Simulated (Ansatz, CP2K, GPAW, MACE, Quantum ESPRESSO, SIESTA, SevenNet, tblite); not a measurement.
# Which run comes nearest? Random packing of Nb14Si86 (at. %) (102 atoms)

Density of this cell: 3.17 g/cm³. The cell holds 102 atoms: 14 Nb and 88 Si. Its edges and angles: a = 12.543 Å, b = 12.543 Å, c = 12.543 Å, α = 90.0°, β = 90.0°, γ = 90.0°. 102 atoms (14 Nb, 88 Si) packed at random in a cube at 3.17 g/cm³ and pushed apart as soft spheres; a start for melting by ab initio MD, not an equilibrated structure. Then every atom was moved at random, 0.05 Å r.m.s. a Cartesian component.

Geometry: as built.

The reference, a calculation:

| Quantity | Value |
| --- | --- |
| method | Kohn-Sham DFT, PBE, SSSP efficiency 1.3.0 pseudopotentials, plane waves (Quantum ESPRESSO 7.5); sssp-pbe-1.3.0-efficiency, cutoffs 45/360 Ry, Γ point |
| r.m.s. force component | 1.429 eV/Å |
| longest force | 7.038 eV/Å |
| pressure | -1.522 GPa |
| time | 7.9 min on 4 MPI ranks of Arm Neoverse V2, shared host |
| CPU time | 31 min |

Runs, in no order:
A. GPAW PBE, LCAO sz(dzp), h 0.2 Å: Kohn-Sham DFT, PBE, PAW, atomic orbitals (sz(dzp))
B. MACE MP-0b3 medium potential: machine-learned interatomic potential MACE MP-0b3 medium, trained on PBE(+U) plane-wave data
C. SIESTA PBE, SZP, shift 0.01 Ry, mesh 300 Ry: Kohn-Sham DFT, PBE, PseudoDojo 0.4.1 norm-conserving pseudopotentials (converted to PSML), numerical atomic orbitals (SZP), diagonalisation
D. GPAW PBE, LCAO dzp, h 0.25 Å: Kohn-Sham DFT, PBE, PAW, atomic orbitals (dzp)
E. CP2K PBE, DZVP-UZH, 600/50 Ry, diagonalisation: Kohn-Sham DFT, PBE, GTH-PBE pseudopotentials, Gaussian and plane waves, DZVP-MOLOPT (UZH set), diagonalisation

**Question.** Rank the runs by how far their forces lie from the reference's, least first.

E, D, B, C, A.

| run | Δ force, r.m.s. (meV/Å) | share of r.m.s. force (%) | CPU time |
| --- | --- | --- | --- |
| E. CP2K PBE, DZVP-UZH, 600/50 Ry, diagonalisation | 54.7 | 3.82 | 17 min |
| D. GPAW PBE, LCAO dzp, h 0.25 Å | 102 | 7.12 | 13 min |
| B. MACE MP-0b3 medium potential | 310 | 21.7 | 7.8 s |
| C. SIESTA PBE, SZP, shift 0.01 Ry, mesh 300 Ry | 538 | 37.7 | 11 min |
| A. GPAW PBE, LCAO sz(dzp), h 0.2 Å | 906 | 63.4 | 4.3 min |

Machine-learned potentials mimic data converged in k, so the reference's own k-point error enters their differences. The electronic-structure runs sample only Γ, in a cell whose shortest periodic width is 13 Å, which is coarse for a cell with partly filled levels.

[Hosts, paths, dates, database ids (printed as entryN), source tags and the programs' standing remarks are cut or masked in the printed files.]
